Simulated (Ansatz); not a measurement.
Planning a run of Ansatz 0.2.0 on InP (F-43m). The input:

```yaml
crystal:
  lattice:
    - [0.0, 2.93435, 2.93435]
    - [2.93435, 0.0, 2.93435]
    - [2.93435, 2.93435, 0.0]
  atoms:
    - { symbol: In, position: [0.0, 0.0, 0.0] }
    - { symbol: P, position: [0.25, 0.25, 0.25] }
kpoints:
  mp_grid: { grid: [4, 4, 4] }
hamiltonian:
  xc: pbe
  pseudopotentials: { kind: paw, azcp: { folder: soft_1 } }
scf:
  occupations: { method: fixed }
gw:
  n_empty_bands: 114
  ecut_chi: 300
  qp_bands: [v2, c2]
  qp_kpoints: band_edges
  screening: { model: contour_deformation }
```

```sh
ansatz run input.yaml --threads 3 --pin off --max-ram 92160MiB --backend cuda --events-out ev --progress --plain --runs-dir out --devices 1 --max-vram 13GiB
```

Q: How long will it take on 1 × NVIDIA H100 80GB HBM3 (shared by 6 runs) with 3 threads of AMD EPYC 7R13 (Zen 3), shared host, and how much memory?

It took 16 s; on shared hardware allow 7.8 s to 31 s. Peak host memory was 1.5 GiB. The sizes that set the cost: 965 plane waves a state, 8 irreducible k points, 123 bands summed, 609 plane waves in the screening and 7 SCF cycles.

The screening grows as filled bands × empty bands × pairs of k points, times the square of the screening basis for the matrix.

[Paths, hosts, dates, memory and timing lines, banners, echoed tables and standing remarks are left out of the program output.]

[Logs are printed without paths, hosts, clocks, repeated set-up lines and the standing remarks that a program may print on its own settings, such as how far it seeks lower states.]

[Runs of the session that timed out or met a known fault of the program may be left out.]

[Cells called generated may have been cut or substituted from an entry of the Crystallography Open Database or the Materials Project.]

[Hosts, paths, dates, database ids (printed as entryN), source tags and the programs' standing remarks are cut or masked in the printed files.]
